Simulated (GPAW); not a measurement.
# Mg2NCl (R-3m): G0W0 with GPAW, start to end

Aim: the G0W0 gap of Mg2NCl (R-3m) on LDA, step by step.

Method: LDA and many-body steps on it, plane waves, in GPAW 26.7.0.

## 1. Starting point

The structure is trigonal, space group R-3m (No. 166). Conventional cell: a = 3.321 Å, b = 3.321 Å, c = 18.009 Å, α = 90.00°, β = 90.00°, γ = 120.00°. Mg has 3 N at 2.17 Å and 3 Cl at 2.76 Å and 3 Mg at 2.79 Å nearest. N has 6 Mg at 2.17 Å nearest. Nearest to Cl lie 6 Mg at 2.76 Å. Farther neighbours and most contacts between anions are not listed.

The cell and positions are those that the Materials Project relaxed with its own functionals (PBE, PBE+U or r2SCAN), kept fixed.

## 2. Ground state

This step: GPAW 26.7.0; DFT, LDA, plane waves, PAW.

The ground-state density comes first.

File run.py:

```python
import json
import numpy as np
from gpaw.mpi import world
from ase import Atoms
from gpaw import GPAW, PW, FermiDirac

atoms = Atoms(['Mg', 'Mg', 'N', 'Cl'],
    cell=[[1.6606666161, 0.9587863178, 6.0029770000],
      [-1.6606666161, 0.9587863178, 6.0029770000],
      [0.0000000000, -1.9175726357, 6.0029770000]],
    scaled_positions=[[0.2228150000, 0.2228150000, 0.2228150000],
      [0.7771850000, 0.7771850000, 0.7771850000],
      [0.5000000000, 0.5000000000, 0.5000000000],
      [0.0000000000, 0.0000000000, 0.0000000000]],
    pbc=(True, True, True))
calc = GPAW(mode=PW(600),
    xc='LDA',
    kpts={'size': (8, 8, 8), 'gamma': True},
    occupations=FermiDirac(0.001),
    nbands=-8,
    convergence={'density': 1e-6, 'bands': -3},
    maxiter=100,
    txt='gs.txt')
atoms.calc = calc
res = {'energy': atoms.get_potential_energy()}
kpts = calc.get_ibz_k_points()
res['kpts'] = kpts
res['eigenvalues'] = [calc.get_eigenvalues(kpt=k) for k in range(len(kpts))]
res['n_electrons'] = calc.get_number_of_electrons()
calc.write('gs.gpw')

if world.rank == 0:
    with open('result.json', 'w') as f:
        json.dump(res, f, default=lambda x: x.tolist())
```

Started as:

```console
$ mpirun -n 4 gpaw python run.py
```

Output:

```text
__  _  _
 | _ |_)|_||  |
 |__||  | ||/\| - 26.7.0

Input parameters:
  mode=PW(ecut=600.0),
  convergence={'density': 1e-06, 'bands': -3},
  kpts=MonkhorstPack(size=(8, 8, 8), gamma=True),
  maxiter=100,
  nbands=-8,
  occupations=Occupations(name='fermi-dirac', width=0.001, fixmagmom=False),
  xc=XC(name='LDA')
  [... matrices ...]
Diagonalizing LCAO Hamiltonian
Converting LCAO to pw mode

       Mg

       N

       Mg

       Cl

Atoms  # Å, Bohr magnetons
|   | symbol |         x |         y |         z |    initial magnetic moments |
| 0 |     Mg | -0.000000 | -0.000000 |  4.012660 | ( 0.0000,  0.0000,  0.0000) |
| 1 |     Mg | -0.000000 | -0.000000 | 13.996271 | ( 0.0000,  0.0000,  0.0000) |
| 2 |      N |  0.000000 | -0.000000 |  9.004465 | ( 0.0000,  0.0000,  0.0000) |
| 3 |     Cl |  0.000000 |  0.000000 |  0.000000 | ( 0.0000,  0.0000,  0.0000) |

Unit cell  # Å
| periodic |         x |         y |        z |  lengths |    angles |
|      yes |  1.660667 |  0.958786 | 6.002977 | 6.301811 | 30.558313 |
|      yes | -1.660667 |  0.958786 | 6.002977 | 6.301811 | 30.558313 |
|      yes |  0.000000 | -1.917573 | 6.002977 | 6.301811 | 30.558313 |

Number of symmetries: 12
Symmetry operations  # r_c * U_cc + t_c -> r_c
|    | kind |            matrix            |
|  0 |  E   |  1, 0, 0,  0, 1, 0,  0, 0, 1 |
|  1 |  σ   |  1, 0, 0,  0, 0, 1,  0, 1, 0 |
|  2 |  σ   |  0, 1, 0,  1, 0, 0,  0, 0, 1 |
|  3 |  C3  |  0, 1, 0,  0, 0, 1,  1, 0, 0 |
|  4 |  C3  |  0, 0, 1,  1, 0, 0,  0, 1, 0 |
|  5 |  σ   |  0, 0, 1,  0, 1, 0,  1, 0, 0 |
|  6 |  C2  |  0, 0,-1,  0,-1, 0, -1, 0, 0 |
|  7 |  S6  |  0, 0,-1, -1, 0, 0,  0,-1, 0 |
|  8 |  S6  |  0,-1, 0,  0, 0,-1, -1, 0, 0 |
|  9 |  C2  |  0,-1, 0, -1, 0, 0,  0, 0,-1 |
| 10 |  C2  | -1, 0, 0,  0, 0,-1,  0,-1, 0 |
| 11 |  i   | -1, 0, 0,  0,-1, 0,  0, 0,-1 |

BZ-sampling:
  Number of BZ points: 512
  Number of IBZ points: 65

  Monkhorst-Pack size: [8, 8, 8]
  Monkhorst-Pack shift: [0.0625, 0.0625, 0.0625]

K-points  # in reciprocal-cell coordinates
|     |                                coordinates |     weight |
|   0 | (  0.00000000,   0.00000000,   0.00000000) | 0.00195312 |
|   1 | (  0.12500000,   0.00000000,  -0.12500000) | 0.01171875 |
|   2 | (  0.12500000,   0.00000000,   0.00000000) | 0.01171875 |
|   3 | (  0.12500000,   0.12500000,  -0.12500000) | 0.01171875 |
|   4 | (  0.12500000,   0.12500000,   0.00000000) | 0.01171875 |
|   5 | (  0.12500000,   0.12500000,   0.12500000) | 0.00390625 |
|   6 | (  0.25000000,  -0.12500000,  -0.12500000) | 0.01171875 |
|   7 | (  0.25000000,   0.00000000,  -0.25000000) | 0.01171875 |
|   8 | (  0.25000000,   0.00000000,  -0.12500000) | 0.02343750 |
|   9 | (  0.25000000,   0.00000000,   0.00000000) | 0.01171875 |
| ... |                                            |            |
|  64 | (  0.50000000,   0.50000000,   0.50000000) | 0.00195312 |

Plane wave coefficients: 1961
Cutoff: 600.0 eV

Spin-components: 1 (collinear spins)
Bands:           24
Projectors:      20
Spin-degeneracy: 2
Datatype:        complex128

  Storage: CPU
  Wave functions: 48_946_560 bytes (12_236_640 per core)
  Projectors: 57_104_320 bytes (14_276_080 per core)
  [... matrices ...]
Parallelization:
  kpt:    4
  domain: 1
  band:   1

Density:
  Valence electrons: 32.0
  Components: 1
  Grid points: [36 36 36]
  Charge: 0.0  # |e|

Potential:
  Grid points: [36 36 36]

species:
  Mg:
    name:    Magnesium
    Z:       12.0
    valence: 10
    core:    2
    charge:  0.0  # [|e|]
    compensation charges:
      type: gauss
      rc: 0.33  # [Å]
      lmax: 2
    cutoffs:
      filter: 1.86  # [Å]
      core: 0.54  # [Å]
    projectors
    | kind |    occ | energy [eV] | rcut [Å] |
    |   2s |  2.000 |     -79.291 |    1.090 |
    |   3s |  2.000 |      -4.782 |    1.090 |
    |   2p |  6.000 |     -46.725 |    1.085 |
    |   3p |  0.000 |      -1.374 |    1.085 |
    |    d |        |       0.000 |    1.037 |

    Using partial waves for Mg as LCAO basis

  N:
    name:    Nitrogen
    Z:       7.0
    valence: 5
    core:    2
    charge:  0.0  # [|e|]
    compensation charges:
      type: gauss
      rc: 0.18  # [Å]
      lmax: 2
    cutoffs:
      filter: 1.11  # [Å]
      core: 0.96  # [Å]
    projectors
    | kind |    occ | energy [eV] | rcut [Å] |
    |   2s |  2.000 |     -18.420 |    0.603 |
    |   2p |  3.000 |      -7.237 |    0.529 |
    |    s |        |       8.791 |    0.603 |
    |    p |        |      19.974 |    0.529 |
    |    d |        |       0.000 |    0.577 |

    Using partial waves for N as LCAO basis

  Cl:
    name:    Chlorine
    Z:       17.0
    valence: 7
    core:    10
    charge:  0.0  # [|e|]
    compensation charges:
      type: gauss
      rc: 0.25  # [Å]
      lmax: 2
    cutoffs:
      filter: 1.40  # [Å]
      core: 1.49  # [Å]
    projectors
    | kind |    occ | energy [eV] | rcut [Å] |
    |   3s |  2.000 |     -20.688 |    0.794 |
    |   3p |  5.000 |      -8.701 |    0.794 |
    |    s |        |       6.523 |    0.794 |
    |    p |        |      18.511 |    0.794 |
    |    d |        |       0.000 |    0.794 |

    Using partial waves for Cl as LCAO basis

Reference energy: -24844.464110  # eV

eigensolver:
  PPCG
  Converge bands: -3
  niter=2

density mixing:
  MSR1-Mixer
  Pratt-step length: 0.05
  Maximum mixing coefficient: 0.75
  Old densities: 10
  SVD Regularization: 0.005
  Good broyden scale: 1.0
  Trust region scale: 1.0
  Backstep threshold: 4.0
  History deletion threshold: 6.0
  Fourier metric: weight=20.0, sigma=0.015

occupation numbers:
  Fermi-Dirac:
    width: 0.0010  # eV

poisson solver:
  ecut: 4800.0  # eV

xc functional:
  name: None

Initialization done in: 3.602 s

convergence criteria:
- Maximum integral of absolute [dens]ity change: 1e-06 electrons / valence electron
- Maximum [total energy] change in last 3 cyles: 0.0005 eV / valence electron
- Maximum integral of absolute [eigenst]ate change: 4e-08 eV^2 / valence electron
maximum number of iterations: 100

SCF iterations
|iter     |     time |      energy | eigst |  dens |
|iter:   1|  |  -23.482916 | +0.84 |       |
|iter:   2|  |  -22.549142 | -0.46 | -1.03 |
|iter:   3|  |  -20.228071 | -0.18 | -1.08 |
|iter:   4|  |  -20.178398 | -1.93 | -1.57 |
|iter:   5|  |  -20.163153 | -2.31 | -1.82 |
|iter:   6|  |  -20.162753c| -3.71 | -2.66 |
|iter:   7|  |  -20.162741c| -4.92 | -3.02 |
|iter:   8|  |  -20.162741c| -6.02 | -3.86 |
|iter:   9|  |  -20.162741c| -6.55 | -4.37 |
|iter:  10|  |  -20.162741c| -7.48c| -5.40 |
|iter:  11|  |  -20.162741c| -7.80c| -6.02c|

Converged in 11 steps
SCF loop duration: 38.847 s (3.532 s/step)
Energy contributions relative to reference atoms: (reference = -24844.464110)
  [... matrices ...]
Energy contributions:
  Kinetic:           7.249299
  Coulomb:          -4.292310
  Zero:             -0.147684
  External:          0.000000
  Xc:              -22.972046
  Entropy:          -0.000000
  Spinorbit:         0.000000
  ----------------------------
  Free energy:     -20.162741
  Extrapolated:    -20.162741

dipole moment: (-0.000000, 0.000000, -67.457816)  # |e|*Ang

Fermi level: 4.933
Eigenvalues  # (at kpt = [0.000, 0.000, 0.000])
| band index |      eig [eV] | occ [0-2] |
|          0 |       -68.833 |     2.000 |
|        ... |               |           |
|          8 |       -11.427 |     2.000 |
|          9 |        -7.656 |     2.000 |
|         10 |        -1.337 |     2.000 |
|         11 |         2.668 |     2.000 |
|         12 |         2.668 |     2.000 |
|         13 |         3.903 |     2.000 |
|         14 |         4.869 |     2.000 |
|         15 |         4.869 |     2.000 |
|         16 |         7.034 |     0.000 |
|         17 |        10.107 |     0.000 |
|         18 |        13.121 |     0.000 |
|         19 |        13.605 |     0.000 |
|         20 |        14.157 |     0.000 |
|         21 |        14.167 |     0.000 |
|         22 |        14.991 |     0.000 |
|         23 |        16.613 |     0.000 |

Gap: 2.164 eV
Transition (v -> c):
  (s=0, k=0, n=15, [0.00, 0.00, 0.00]) -> (s=0, k=0, n=16, [0.00, 0.00, 0.00])
No difference between direct/indirect transitions
# Writing to gs.gpw (mode='')
  [... matrices ...]
```

Run time: 45 s. Hardware: 4 MPI ranks of Arm Neoverse V1, shared host; peak memory 0.94 GiB; 3 min of CPU time.

Numbers from this step:

```yaml
total_energy: -20.16 eV
gap: 2.164 eV
k_of_the_valence_top: 0, 0, 0
k_of_the_conduction_bottom: 0, 0, 0
least_direct_gap: 2.164 eV
```

The gap is direct, at Γ.

## 3. Bands along the symmetry lines

The cheap functional maps the bands first; the places of the edges decide which points the dearer methods must see.

File run.py:

```python
import json
import numpy as np
from gpaw.mpi import world
from gpaw import GPAW

path = [[0.000000, 0.000000, 0.000000],
    [0.062500, 0.062500, 0.062500],
    [0.125000, 0.125000, 0.125000],
    [0.187500, 0.187500, 0.187500],
    [0.250000, 0.250000, 0.250000],
    [0.312500, 0.312500, 0.312500],
    [0.375000, 0.375000, 0.375000],
    [0.437500, 0.437500, 0.437500],
    [0.500000, 0.500000, 0.500000],
    [0.539541, 0.460459, 0.500000],
    [0.579082, 0.420918, 0.500000],
    [0.618623, 0.381377, 0.500000],
    [0.658163, 0.341837, 0.500000],
    [0.697704, 0.302296, 0.500000],
    [0.737245, 0.262755, 0.500000],
    [0.776786, 0.223214, 0.500000],
    [0.816327, 0.183673, 0.500000],
    [0.500000, -0.183673, 0.183673],
    [0.500000, -0.160714, 0.160714],
    [0.500000, -0.137755, 0.137755],
    [0.500000, -0.114796, 0.114796],
    [0.500000, -0.091837, 0.091837],
    [0.500000, -0.068877, 0.068877],
    [0.500000, -0.045918, 0.045918],
    [0.500000, -0.022959, 0.022959],
    [0.500000, 0.000000, 0.000000],
    [0.437500, 0.000000, 0.000000],
    [0.375000, 0.000000, 0.000000],
    [0.312500, 0.000000, 0.000000],
    [0.250000, 0.000000, 0.000000],
    [0.187500, 0.000000, 0.000000],
    [0.125000, 0.000000, 0.000000],
    [0.062500, 0.000000, 0.000000],
    [0.000000, 0.000000, 0.000000],
    [0.042730, -0.042730, 0.000000],
    [0.085459, -0.085459, 0.000000],
    [0.128189, -0.128189, 0.000000],
    [0.170918, -0.170918, 0.000000],
    [0.213648, -0.213648, 0.000000],
    [0.256377, -0.256377, 0.000000],
    [0.299107, -0.299107, 0.000000],
    [0.341837, -0.341837, 0.000000],
    [0.658163, 0.000000, 0.341837],
    [0.638393, 0.000000, 0.361607],
    [0.618623, 0.000000, 0.381377],
    [0.598852, 0.000000, 0.401148],
    [0.579082, 0.000000, 0.420918],
    [0.559311, 0.000000, 0.440689],
    [0.539541, 0.000000, 0.460459],
    [0.519770, 0.000000, 0.480230],
    [0.500000, 0.000000, 0.500000],
    [0.437500, 0.000000, 0.437500],
    [0.375000, 0.000000, 0.375000],
    [0.312500, 0.000000, 0.312500],
    [0.250000, 0.000000, 0.250000],
    [0.187500, 0.000000, 0.187500],
    [0.125000, 0.000000, 0.125000],
    [0.062500, 0.000000, 0.062500],
    [0.000000, 0.000000, 0.000000]]
calc = GPAW('gs.gpw').fixed_density(kpts=path,
    symmetry='off',
    nbands=26,
    convergence={'bands': 22},
    txt='bands.txt')
res = {}
kpts = calc.get_ibz_k_points()
res['kpts'] = kpts
res['eigenvalues'] = [calc.get_eigenvalues(kpt=k) for k in range(len(kpts))]
res['n_electrons'] = calc.get_number_of_electrons()

if world.rank == 0:
    with open('result.json', 'w') as f:
        json.dump(res, f, default=lambda x: x.tolist())
```

Started as:

```console
$ mpirun -n 4 gpaw python run.py
```

Output:

```text
Diagonalizing LCAO Hamiltonian
Converting LCAO to pw mode
convergence criteria:
- Maximum integral of absolute [eigenst]ate change: 4e-08 eV^2 / valence electron
maximum number of iterations: 100

SCF iterations
|iter     |     time |      energy | eigst |  dens |
|iter:   1|  |             | +1.11 |       |
|iter:   2|  |             | -0.03 |       |
|iter:   3|  |             | -0.78 |       |
[...]
|iter:   8|  |             | -5.91 |       |
|iter:   9|  |             | -6.69 |       |
|iter:  10|  |             | -7.66c|       |
SCF steps: 10
  __  _  _
 | _ |_)|_||  |
 |__||  | ||/\| - 26.7.0

Input parameters:
  mode=PW(ecut=600.0),
  convergence={'bands': 22},
  gpts=array([36, 36, 36]),
  kpts=KPoints(kpts=array([[ 0.      ,  0.      ,  0.      ],
         [ 0.0625  ,  0.0625  ,  0.0625  ],
         [ 0.125   ,  0.125   ,  0.125   ],
         [ 0.1875  ,  0.1875  ,  0.1875  ],
[...]
[ 0.539541,  0.460459,  0.5     ],
         [ 0.579082,  0.420918,  0.5     ],
         [ 0.618623,  0.381377,  0.5     ],
[...]
[ 0.5     , -0.183673,  0.183673],
         [ 0.5     , -0.160714,  0.160714],
         [ 0.5     , -0.137755,  0.137755],
[...]
[ 0.5     , -0.045918,  0.045918],
         [ 0.5     , -0.022959,  0.022959],
[...]
[ 0.299107, -0.299107,  0.      ],
         [ 0.341837, -0.341837,  0.      ],
         [ 0.658163,  0.      ,  0.341837],
         [ 0.638393,  0.      ,  0.361607],
         [ 0.618623,  0.      ,  0.381377],
         [ 0.598852,  0.      ,  0.401148],
         [ 0.579082,  0.      ,  0.420918],
         [ 0.559311,  0.      ,  0.440689],
         [ 0.539541,  0.      ,  0.460459],
[...]
[ 0.125   ,  0.      ,  0.125   ],
         [ 0.0625  ,  0.      ,  0.0625  ],
         [ 0.      ,  0.      ,  0.      ]])),
  maxiter=100,
  nbands=26,
  occupations=Occupations(name='fermi-dirac', width=0.001, fixmagmom=False),
  parallel={},
  symmetry=Symmetry(point_group=False, time_reversal=False),
  xc=XC(name='LDA')
  [... matrices ...]
timing:  # [seconds]
  Total: 0.036  # ━━━━━━━━━━━━━━━━━━━━━━━━━━━━━━━━━━━━━━━━━━━━━━━━━━━━━━━━━━━
```

It took 37 s on 4 MPI ranks; peak memory 1 GiB.

This step gave:

- gap: 2.164 eV
- k of the valence top: 0, 0, 0
- k of the conduction bottom: 0, 0, 0
- least direct gap: 2.164 eV

The gap is 2.164 eV, as in the run before at this level.

The electronic bands at the labelled points (eV, zero at the top of the highest filled band):

```
     point  band 13  band 14  band 15  band 16  band 17  band 18  band 19  band 20
         Γ    -2.20    -0.97     0.00     0.00     2.16     5.24     8.25     8.74
   halfway    -2.20    -1.85    -0.01    -0.01     3.16     5.20     7.62     8.40
         T    -2.19    -2.19    -0.02    -0.02     4.48     4.72     7.03     8.12
   halfway    -3.00    -1.94    -1.66    -0.71     4.93     5.16     7.30     7.30
        H2    -4.56    -2.67    -2.52    -0.93     4.56     4.94     6.32     7.64
jump to H0    -4.56    -2.67    -2.52    -0.93     4.56     4.94     6.32     7.64
   halfway    -4.09    -3.48    -1.64    -1.23     4.85     6.07     6.56     7.12
         L    -3.90    -3.01    -1.45    -0.78     4.24     5.76     6.19     6.98
   halfway    -2.64    -2.30    -1.07    -0.42     4.21     5.77     7.10     7.21
         Γ    -2.20    -0.97     0.00     0.00     2.16     5.24     8.25     8.74
   halfway    -3.12    -2.59    -1.07    -0.77     4.65     5.68     7.39     7.58
        S0    -4.57    -2.75    -2.49    -0.94     4.49     5.39     5.93     7.78
jump to S2    -4.57    -2.75    -2.49    -0.94     4.49     5.39     5.93     7.78
   halfway    -3.79    -2.83    -1.53    -0.80     3.51     4.67     6.42     6.85
         F    -3.04    -2.95    -0.77    -0.71     3.08     3.93     5.36     8.71
   halfway    -2.65    -2.22    -1.02    -0.38     3.98     5.36     6.80     8.04
         Γ    -2.20    -0.97     0.00     0.00     2.16     5.24     8.25     8.74
```

## 4. Empty states on the mesh, 4×4×4 mesh, 273 bands

The sums over transitions need many empty states on a uniform mesh; this step solves for them.

File run.py:

```python
import json
import numpy as np
from gpaw.mpi import world
from gpaw import GPAW

calc = GPAW('gs.gpw').fixed_density(kpts={'size': (4, 4, 4), 'gamma': True},
    parallel={'domain': 1, 'band': 1},
    txt='nscf.txt')
calc.diagonalize_full_hamiltonian(nbands=273)
calc.write('full.gpw', mode='all')
res = {}
kpts = calc.get_ibz_k_points()
res['kpts'] = kpts
res['eigenvalues'] = [calc.get_eigenvalues(kpt=k) for k in range(len(kpts))]
res['n_electrons'] = calc.get_number_of_electrons()

if world.rank == 0:
    with open('result.json', 'w') as f:
        json.dump(res, f, default=lambda x: x.tolist())
```

Started as:

```console
$ mpirun -n 4 gpaw python run.py
```

Output:

```text
Diagonalizing LCAO Hamiltonian
Converting LCAO to pw mode
convergence criteria:
- Maximum integral of absolute [eigenst]ate change: 4e-08 eV^2 / valence electron
maximum number of iterations: 100

SCF iterations
|iter     |     time |      energy | eigst |  dens |
|iter:   1|  |             | +0.97 |       |
|iter:   2|  |             | -0.03 |       |
|iter:   3|  |             | -0.95 |       |
[...]
|iter:  10|  |             | -6.22 |       |
|iter:  11|  |             | -7.10 |       |
|iter:  12|  |             | -7.51c|       |
SCF steps: 12
  __  _  _
 | _ |_)|_||  |
 |__||  | ||/\| - 26.7.0

Input parameters:
  mode=PW(ecut=600.0),
  convergence={'density': 1e-06, 'bands': -3},
  gpts=array([36, 36, 36]),
  kpts=MonkhorstPack(size=(4, 4, 4), gamma=True),
  maxiter=100,
  nbands=24,
  occupations=Occupations(name='fermi-dirac', width=0.001, fixmagmom=False),
  parallel={'domain': 1, 'band': 1},
  xc=XC(name='LDA')
Matrix size: 1961x1961
# Writing to full.gpw (mode='all')
  [... matrices ...]

timing:  # [seconds]
  Total: 40.807  # ━━━━━━━━━━━━━━━━━━━━━━━━━━━━━━━━━━━━━━━━━━━━━━━━━━━━━━━━━━
```

The job ended after 54 s (4 MPI ranks; peak memory 2.1 GiB).

Numbers from this step:

- gap: 2.164 eV
- k of the valence top: 0, 0, 0
- k of the conduction bottom: 0, 0, 0
- least direct gap: 2.164 eV
- k points computed: 13
- lowest point of the top converged band, above the valence top: 145.6306 eV

On this mesh the gap is 2.164 eV.

[end of part 1 of 2]

[Paths, hosts, dates, memory and timing lines, banners, echoed tables and standing remarks are left out of the program output.]

[Logs are printed without paths, hosts, clocks, repeated set-up lines and the standing remarks that a program may print on its own settings, such as how far it seeks lower states.]

[Runs of the session that timed out or met a known fault of the program may be left out.]

[Hosts, paths, dates, database ids (printed as entryN), source tags and the programs' standing remarks are cut or masked in the printed files.]
